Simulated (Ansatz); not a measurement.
Rows from a G0W0 calculation on K2CdSe2O6 (R-3m) (Ansatz 0.2.0; G0W0 on PBE, plane waves, PAW; PAW set soft_1; 4×4×4 mesh, 740 empty bands, screening to 150 eV, PAW set soft_1 files), in eV. Spin-orbit coupling is left out.

| row | Σx | Σc | Vxc | Z |
| --- | --- | --- | --- | --- |
| A | -11.33 | -3.25 | -15.69 | 0.80 |
| B | -24.56 | 3.47 | -20.04 | 0.76 |
| C | -26.38 | 4.68 | -20.69 | 0.74 |
| D | -11.88 | -3.33 | -16.26 | 0.81 |
| E | -10.10 | -4.06 | -15.04 | 0.83 |
| F | -10.72 | -3.36 | -15.17 | 0.81 |

**Question.** Which rows are filled states and which are empty ones, and how can one tell?

Filled: B and C. Empty: A, D, E and F. The sign of Σc tells: for a filled state bare exchange, which holds its interaction with itself, lies below Vxc (Σx − Vxc is -4.5 eV or lower here) and screening gives part back as a positive Σc. For an empty state Σx lies above Vxc (+4.4 eV or more) and the Coulomb hole leaves Σc negative.

[Runs of the session that timed out or met a known fault of the program may be left out.]

[Cells called generated may have been cut or substituted from an entry of the Crystallography Open Database or the Materials Project.]

[Hosts, paths, dates, database ids (printed as entryN), source tags and the programs' standing remarks are cut or masked in the printed files.]
